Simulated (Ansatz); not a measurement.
**1T-PtSTe monolayer in a perpendicular field**

Aim: how the 1T-PtSTe monolayer screens a field along its normal, and what the field does to its bands. A positive field points along +c.

Main program and level: Ansatz 0.2.0; plane-wave DFT, PBE-D3(BJ), Ansatz PAW.

This is a report of a sequence of runs, with most program output left out.

## Step 1: The starting structure

The cell holds 3 atoms: 1 Te, 1 Pt and 1 S. Cell: a = 3.795 Å, b = 3.795 Å, c = 35.638 Å, α = 90.0°, β = 90.0°, γ = 120.0°. Vacuum lies along c.

## Step 2: Relaxation

The starting cell is a guess, so the in-plane lattice and the atoms are relaxed first, with the slab cut off from its images along the normal.

The input, input.yaml:

```yaml
crystal:
  lattice:
    - [3.795, 0.0, 0.0]
    - [-1.8975, 3.2865664074, 0.0]
    - [0.0, 0.0, 35.638276561]
  atoms:
    - { symbol: Te, position: [0.6666666667, 0.3333333333, 0.4671943092] }
    - { symbol: Pt, position: [0.0, 0.0, 0.5077083158] }
    - { symbol: S, position: [0.3333333333, 0.6666666667, 0.5328056908] }
  periodic: [true, true, false]
kpoints:
  mp_grid: { grid: [12, 12, 1] }
hamiltonian:
  xc: pbe
  dispersion: d3bj
scf:
  occupations: { method: fermi_dirac, width: 0.05 }
  convergence: { dr2_threshold: 1.0e-09 }
relax:
  f_tol: 0.004
  max_steps: 90
  cell: {}
output:
  write_potential: true
  write_density: true
  volumetric_format: npy
```

Command:

```console
$ ansatz run input.yaml --threads 2 --pin off --max-ram 3072MiB --backend cpu --events-out ev --progress --plain --runs-dir out
```

It took 63 s on 2 threads of Arm Neoverse V2, shared host; peak memory 0.68 GiB; 2.1 min of CPU time.

Step by step:

| step | energy less that of the first step (eV) | largest force component (eV/Å) | volume (Å³) |
| --- | --- | --- | --- |
| 1 | 0.0000 | 2.6314 | 444.50 |
| 2 | -0.3828 | 0.3424 | 444.55 |
| 3 | -0.3874 | 0.0607 | 444.53 |
| 4 | -0.3915 | 0.0298 | 439.76 |
| 5 | -0.3921 | 0.0078 | 437.42 |
| 6 | -0.3921 | 0.0005 | 437.32 |
| 7* | -0.3919 | 0.0004 | 437.32 |

Relaxation steps marked * repeat the geometry before them on a plane-wave basis chosen anew for their cell, so energy and pressure can jump there.

Forces are held to the 6 operations that the run works with; a distortion that breaks them can't arise in this run.

| cell as run | before | after | change |
| --- | --- | --- | --- |
| a (Å) | 3.795 | 3.764 | -0.8 % |
| b (Å) | 3.795 | 3.764 | -0.8 % |

The atoms that moved most (Å, along periodic axes as changes of fractional coordinates times the final cell, across vacuum about the mean position):

| atom | dx | dy | dz | length |
| --- | --- | --- | --- | --- |
| S3 | 0.000 | 0.000 | 0.210 | 0.210 |
| Te1 | 0.000 | 0.000 | -0.114 | 0.114 |
| Pt2 | 0.000 | 0.000 | -0.096 | 0.096 |

The relaxed structure:

```xyz
3
Lattice="3.7642 0.0000 0.0000 -1.8821 3.2599 0.0000 0.0000 0.0000 35.6383" Properties=species:S:1:pos:R:3
Te    1.8821    1.0866   16.5363
Pt    0.0000    0.0000   17.9975
S     0.0000    2.1733   19.1983
```

The lattice constant a goes from 3.795 to 3.764 Å.

## Step 3: Atoms held, field 0

A sawtooth potential applies the field, turning back in the middle of the vacuum. With the dipole correction the typed value is the field outside the slab. The induced dipole is small, so the SCF threshold is tight.

The cell differs from the one that the last finished run ended in (c 35.638 → 20.662 Å).

The input, input.yaml:

```yaml
crystal:
  lattice:
    - [3.7642413527, 0.0, 0.0]
    - [-1.8821206764, 3.2599286374, 0.0]
    - [0.0, 0.0, 20.6619944951]
  atoms:
    - { symbol: Te, position: [0.6666666667, 0.3333333333, 0.4355823443] }
    - { symbol: Pt, position: [0.0, 0.0, 0.5063036023] }
    - { symbol: S, position: [0.3333333333, 0.6666666667, 0.5644176557] }
kpoints:
  mp_grid: { grid: [12, 12, 1] }
  band_path:
    path: [[0, 0, 0], [0.5, 0, 0], [0.33333333, 0.33333333, 0], [0, 0, 0]]
    npoints: 16
hamiltonian:
  xc: pbe
  dispersion: d3bj
scf:
  occupations: { method: fermi_dirac, width: 0.02585 }
  convergence: { dr2_threshold: 1.0e-10 }
efield:
  axis: 3
  dipole_correction: true
  ramp_position: 0.97
  ramp_width: 0.06
  amplitude: 0
output:
  dos: { projected: true, e_range: [-6, 5] }
  write_potential: true
  write_density: true
  volumetric_format: npy
  elf: true
```

It took 11 s on 2 threads; peak memory 0.52 GiB.

This step gave:

```
dipole along the normal            : -0.1032 e·Å
gap along the path                 : 0.8656 eV
smallest direct gap along the path : 1.289 eV
step between the vacuum levels     : 1.522 eV
ionisation energy, upper face      : 6.264 eV
electron affinity, upper face      : 5.399 eV
ionisation energy, lower face      : 4.743 eV
gap, the smaller of path and mesh  : 0.8656 eV
```

Running mean over a fixed 2.7 Å (it still follows the layers) of the planar mean; the ramp of the sawtooth is left out. The electron's electrostatic potential energy less the Fermi level by z:

| z (Å) | electron's electrostatic potential energy less the Fermi level (eV) |
| --- | --- |
| 3.0 | 4.29 |
| 3.5 | 4.29 |
| 4.0 | 4.29 |
| 4.5 | 4.29 |
| 5.0 | 4.28 |
| 5.5 | 4.26 |
| 6.0 | 4.20 |
| 6.5 | 3.93 |
| 7.0 | 3.00 |
| 7.5 | 1.84 |
| 8.0 | 0.871 |
| 8.5 | -1.05 |
| 9.0 | -3.72 |
| 9.5 | -6.15 |
| 10.0 | -7.24 |
| 10.5 | -8.09 |
| 11.0 | -7.73 |
| 11.5 | -5.38 |
| 12.0 | -2.15 |
| 12.5 | 0.785 |
| 13.0 | 3.05 |
| 13.5 | 4.80 |
| 14.0 | 5.59 |
| 14.5 | 5.76 |
| 15.0 | 5.80 |
| 15.5 | 5.81 |
| 16.0 | 5.81 |
| 16.5 | 5.81 |
| 17.0 | 5.81 |
| 17.5 | 5.81 |

The density of states has structure finer than the step of the table below, so its rows give means over 0.25 eV, whole bins alone (the curve runs from -6 to 2.41 eV). Peaks (eV: height): -5.750: 13.4, -5.390: 11.5, -4.180: 9.88, -3.850: 11.2, -2.940: 12.5, -0.490: 15.6, 1.690: 11.3.

Table of density of states by energy, zero at the Fermi level of the run, which the smearing sets inside the gap; means over each step:

| energy (eV) | density of states (states/eV a cell) |
| --- | --- |
| -5.75 | 3.82 |
| -5.50 | 4.42 |
| -5.25 | 4.60 |
| -5.00 | 4.78 |
| -4.75 | 1.49 |
| -4.50 | 2.20 |
| -4.25 | 4.98 |
| -4.00 | 2.30 |
| -3.75 | 5.27 |
| -3.50 | 1.66 |
| -3.25 | 1.46 |
| -3.00 | 4.45 |
| -2.75 | 2.90 |
| -2.50 | 2.09 |
| -2.25 | 1.92 |
| -2.00 | 3.71 |
| -1.75 | 1.75 |
| -1.50 | 2.70 |
| -1.25 | 3.45 |
| -1.00 | 2.35 |
| -0.75 | 1.95 |
| -0.50 | 2.82 |
| -0.25 | 0 |
| 0.00 | 0 |
| 0.25 | 0 |
| 0.50 | 0.796 |
| 0.75 | 2.15 |
| 1.00 | 2.67 |
| 1.25 | 1.37 |
| 1.50 | 2.34 |
| 1.75 | 4.75 |
| 2.00 | 1.72 |
| 2.25 | 0.468 |

Projected DOS per atom over height of the atomic layer and energy from the Fermi level. Layers: Te Pt S from below.

Ten even steps from '_' (0.00 states/eV) to '@' (3.15 states/eV), each cell a mean:
```
______
==::::
--::::
......
::::::
______
______
..__--
....::
--::==
::::::
----::
..::..
::@@..
__++__
__==__
..%%::
::##--
..::__
--**--
::@@--
::==..
```
Columns: height of the atomic layer (Å) from 9 to 11.7 (not evenly spaced); rows upwards: energy from the Fermi level (eV) from -5.96 to 2.41.

The electronic bands at the labelled points (eV, zero at the Fermi level of the run, which the smearing sets inside the gap):

| point | band 17 | band 18 | band 19 | band 20 | band 21 | band 22 | band 23 | band 24 |
| --- | --- | --- | --- | --- | --- | --- | --- | --- |
| Γ | -2.23 | -0.94 | -0.48 | -0.48 | 2.45 | 2.45 | 3.44 | 4.52 |
| halfway | -2.87 | -1.43 | -0.94 | -0.71 | 0.70 | 1.95 | 4.50 | 4.67 |
| M | -3.05 | -2.67 | -2.32 | -1.85 | 1.67 | 2.03 | 3.53 | 5.20 |
| halfway | -3.24 | -2.77 | -2.05 | -1.43 | 0.90 | 1.76 | 4.23 | 6.42 |
| K | -3.53 | -2.58 | -1.89 | -1.46 | 0.41 | 1.67 | 4.65 | 6.49 |
| halfway | -2.93 | -1.60 | -1.42 | -0.54 | 0.95 | 1.23 | 4.81 | 5.33 |
| Γ | -2.23 | -0.94 | -0.48 | -0.48 | 2.45 | 2.45 | 3.44 | 4.52 |

ELF in the ca plane at fractional y = 0.000, with atoms of Pt within 0.2 Å of it. It is the smooth field of the valence electrons, not physical close to the nuclei.

Ten even steps from '0' (0.00) to '9' (0.71), each cell a mean:
```
00000000000000012458998532000000000000000000
00000000000001234445775332100000000000000000
00000000000124566654443454321000000000000000
00000000001358987765334788753100000000000000
00000000001479987664225899874200000000000000
00000000001468987664225788863100000000000000
00000000000246777764334666531000000000000000
00000000000012345544654333210000000000000000
00000000000000113447897431000000000000000000
00000000000000012469999642000000000000000000
```
Columns run along c (16.0 Å, from fractional 0.15 to 0.92 of the cell), rows up along a (3.8 Å). Atoms in or near the plane, at fractional coordinates: Pt at (0.51, 0.00).

Electrostatic potential energy in the ca plane at fractional y = 0.000, with atoms of Pt within 0.2 Å of it. With pseudopotentials it is smooth inside the atoms' cores, unlike the true potential.

Ten even steps from '0' (-40 eV) to '9' (5 eV), each cell a mean:
```
99999999999999999840000589999999999999999999
99999999999999999873003799999999999999999999
99999999999999988887667899999999999999999999
99999999999999887788888889999999999999999999
99999999999999876678999888999999999999999999
99999999999999876778999888999999999999999999
99999999999999988888888899999999999999999999
99999999999999998875335899999999999999999999
99999999999999999850000689999999999999999999
99999999999999999830000489999999999999999999
```
Columns run along c (16.0 Å, from fractional 0.15 to 0.92 of the cell; values clipped at the 3rd and 97th percentile), rows up along a (3.8 Å). Atoms in or near the plane, at fractional coordinates: Pt at (0.51, 0.00).

Valence density in the ca plane at fractional y = 0.000, with atoms of Pt within 0.2 Å of it. It is the smooth field of the valence electrons, not physical close to the nuclei.

Ten steps, logarithmic in the rise over the least value, from '0' (0 e/Å³) to '9' (11 e/Å³), each cell a mean:
```
00000000000000000001236899631000000000000000
00000000000000000001234676421000000000000000
00000000000000000012223444321100000000000000
00000000000000000122222222222100000000000000
00000000000000000123332212222210000000000000
00000000000000000122332222222110000000000000
00000000000000000112223333222100000000000000
00000000000000000011224565321100000000000000
00000000000000000001235898631000000000000000
00000000000000000001247999741000000000000000
```
Columns run along c (16.0 Å, from fractional 0.08 to 0.86 of the cell), rows up along a (3.8 Å). Atoms in or near the plane, at fractional coordinates: Pt at (0.51, 0.00).

The gap is 0.87 eV, with the valence edge 6.26 eV and the conduction edge 5.40 eV under the upper vacuum level. Spin-orbit coupling, left out in this run, matters for the bands of elements this heavy.

## Step 4: Atoms held, field 0.1 V/Å

input.yaml, as its differences from that of step 3:

```diff
@@ -25,5 +25,4 @@
   ramp_width: 0.06
-  amplitude: 0
+  amplitude: 0.1
 output:
-  dos: { projected: true, e_range: [-6, 5] }
   write_potential: true
@@ -31,2 +30 @@
   volumetric_format: npy
-  elf: true
```

Wall time 11 s (2 threads); peak memory 0.48 GiB; 22 s of CPU time.

The dipole is -0.0690 e·Å, 0.0341 e·Å from its value without field, and the gap 0.855 eV.

## Step 5: Atoms held, field -0.1 V/Å

input.yaml, as its differences from that of step 4:

```diff
@@ -25,3 +25,3 @@
   ramp_width: 0.06
-  amplitude: 0.1
+  amplitude: -0.1
 output:
```

Run time: 11 s. Hardware: 2 threads; peak memory 0.49 GiB.

The dipole is -0.137 e·Å, -0.0341 e·Å from its value without field, and the gap 0.876 eV.

## Step 6: Response, atoms held

This step: plane-wave DFT, PBE-D3(BJ), Ansatz PAW; response to a field along the normal, atoms held (Ansatz 0.2.0).

The dipoles give the slope, and the difference of two potentials shows where the field is screened.

Numbers from this step:

| Quantity | Value |
| --- | --- |
| equivalent conductor thickness p/(ε₀AE) | 5.030 Å |
| distance between the outer atoms | 2.662 Å |

Dipole of the cell against applied field:

| applied field (V/Å) | dipole of the cell (e·Å) |
| --- | --- |
| -0.1000 | -0.137 |
| 0.0000 | -0.103 |
| 0.1000 | -0.0690 |

Local field over the applied field, running mean. From the potentials at -0.1 and 0.1 V/Å; running mean over 2.5 Å. Table of local field over applied field by z:

z (Å), local field over applied field and a bar:
```
     4.02      0.998 ##############################
     4.30      0.997 ##############################
     4.74      0.993 ##############################
     5.02      0.988 ##############################
     5.45      0.972 #############################
     5.74      0.954 #############################
     6.03      0.925 ############################
     6.46      0.853 ##########################
     6.74      0.783 #######################
     7.03      0.698 #####################
     7.46      0.555 ################
     7.75      0.456 #############
     8.18      0.309 #########
     8.47      0.220 ######
     8.75      0.144 ####
     9.18      0.066 ##
     9.47      0.038 #
     9.76      0.021 
    10.19      0.012 
    10.47      0.019 
    10.90      0.050 #
    11.19      0.088 ##
    11.48      0.144 ####
    11.91      0.260 ########
    12.20      0.352 ##########
    12.48      0.453 #############
    12.91      0.605 ##################
    13.20      0.700 #####################
    13.63      0.826 #########################
    13.92      0.889 ###########################
    14.21      0.933 ############################
    14.64      0.971 #############################
    14.92      0.984 ##############################
    15.21      0.991 ##############################
    15.64      0.996 ##############################
    15.93      0.998 ##############################
    16.36      0.999 ##############################
    16.64      1.000 ##############################
```

Electrons, planar mean, per unit field. Induced electron density against z:

z (Å), induced electron density (e/Å³ per V/Å) and a bar from the least value:
```
      4.5    0.00002 ################
      5.0    0.00006 ################
      5.5    0.00015 #################
      6.0    0.00037 ##################
      6.5    0.00085 ####################
      7.0    0.00180 ########################
      7.5    0.00300 ##############################
      8.0    0.00277 #############################
      8.5    0.00106 #####################
      9.0    0.00086 ####################
      9.5    0.00031 #################
     10.0   -0.00022 ###############
     10.5   -0.00032 ##############
     11.0   -0.00005 ################
     11.5   -0.00106 ###########
     12.0   -0.00174 ########
     12.5   -0.00335 
     13.0   -0.00259 ####
     13.5   -0.00123 ##########
     14.0   -0.00049 ##############
     14.5   -0.00018 ###############
     15.0   -0.00006 ################
     15.5   -0.00002 ################
     16.0   -0.00001 ################
     16.5    0.00000 ################
```

The smaller of the gaps on the path and on the k-mesh, counted as 0 under 0.03 eV. Table of gap by applied field:

| applied field (V/Å) | gap (eV) |
| --- | --- |
| -0.1000 | 0.876 |
| 0.0000 | 0.866 |
| 0.1000 | 0.856 |

By hand: between -0.1 and 0.1 V/Å the dipole changes by 0.06823 e·Å, a slope of 0.3411 e·Å²/V. A perfect conductor of thickness t has p = ε₀AEt, so t = 180.95 × 0.3411 / 12.271 = 5.03 Å (e/ε₀ = 180.95 V·Å, A in Å²).

The induced dipole is that of a conductor 5.03 Å thick.

## Step 7: Results

| Item | Value |
| --- | --- |
| gap without field | 0.866 eV |
| ionisation energy, upper face | 6.26 eV |
| electron affinity, upper face | 5.40 eV |
| step between the vacuum levels | 1.52 eV |
| equivalent conductor thickness, atoms held | 5.03 Å |

The induced dipole equals that of a perfect conductor 5.03 Å thick, while the outer atoms lie 2.66 Å apart; an out-of-plane ε follows only once a thickness t is chosen, by 1 − 1/ε = 5.03 Å / t. The two faces differ: the vacuum level above lies 1.52 eV higher than the one below. The gap goes from 0.87 eV to 0.88 eV at -0.1 V/Å. Semilocal functionals give gaps that are too small, and excitons are not included. Spin-orbit coupling is left out, which matters for the bands of elements this heavy.

[Logs are printed without paths, hosts, clocks, repeated set-up lines and the standing remarks that a program may print on its own settings, such as how far it seeks lower states.]

[Hosts, paths, dates, database ids (printed as entryN), source tags and the programs' standing remarks are cut or masked in the printed files.]

[Maps of the electrostatic potential energy from Ansatz leave out the sawtooth potential of an applied field or a dipole correction, so their vacuum need not be flat; planar profiles and work functions include it.]

[The density of states shown here was stored with 400 of the rows of the run's finer table, so its peaks can read low, often by over a quarter, or be missed, and its means over a window can be off by a tenth or more.]
